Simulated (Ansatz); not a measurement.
## Work function of Al(100): what the settings cost and change: cost of one run

Ansatz 0.2.0; plane-wave DFT, PBE, Ansatz PAW. The cell holds 7 atoms.

Contents of input.yaml:

```yaml
crystal:
  lattice:
    - [2.8637824638, 0.0, 0.0]
    - [0.0, 2.8637824638, 0.0]
    - [0.0, 0.0, 30.15]
  atoms:
    - { symbol: Al, position: [0.0, 0.0, 0.2985074627] }
    - { symbol: Al, position: [0.5, 0.5, 0.3656716418] }
    - { symbol: Al, position: [0.0, 0.0, 0.4328358209] }
    - { symbol: Al, position: [0.5, 0.5, 0.5] }
    - { symbol: Al, position: [0.0, 0.0, 0.5671641791] }
    - { symbol: Al, position: [0.5, 0.5, 0.6343283582] }
    - { symbol: Al, position: [0.0, 0.0, 0.7014925373] }
kpoints:
  mp_grid: { grid: [14, 14, 1] }
hamiltonian:
  xc: pbe
scf:
  occupations: { method: fermi_dirac, width: 0.1 }
  convergence: { dr2_threshold: 1.0e-09 }
efield:
  axis: 3
  dipole_correction: true
  ramp_position: 0.97
  ramp_width: 0.06
basis:
  ecutwfc: "600 eV"
output:
  write_potential: true
  write_density: true
  volumetric_format: npy
```

On the command line:

```
$ ansatz run input.yaml --threads 2 --pin off --max-ram 3072MiB --backend cpu --events-out ev --progress --plain --runs-dir out
```

For reference, a run of the same kind (7 atoms, 36 k-points, 21 bands and 4,833 plane waves; 7 SCF cycles) took 26 s and 0.49 GiB on the same hardware.

**Question.** How long does this run take on 2 threads of Arm Neoverse N1, shared host, and how much memory does it need?

At two electrons a band, the 21 electrons need 11 bands, and 7 more are carried. The run has 36 k-points, 18 bands and 8,269 plane waves. Taking the work of a cycle as k-points × spins × bands × plane waves, that is 1.5 times the reference, or 38 s at the reference's 7 cycles. The run needed as many. One copy of the wavefunctions takes 0.08 GiB at 16 bytes a coefficient, against 0.054 GiB in the reference; grids, projectors and work arrays come on top. Measured: about 36 s, with a peak of 0.65 GiB. The estimate holds within 25 %.

[Logs are printed without paths, hosts, clocks, repeated set-up lines and the standing remarks that a program may print on its own settings, such as how far it seeks lower states.]

[Hosts, paths, dates, database ids (printed as entryN), source tags and the programs' standing remarks are cut or masked in the printed files.]

[Maps of the electrostatic potential energy from Ansatz leave out the sawtooth potential of an applied field or a dipole correction, so their vacuum need not be flat; planar profiles and work functions include it.]
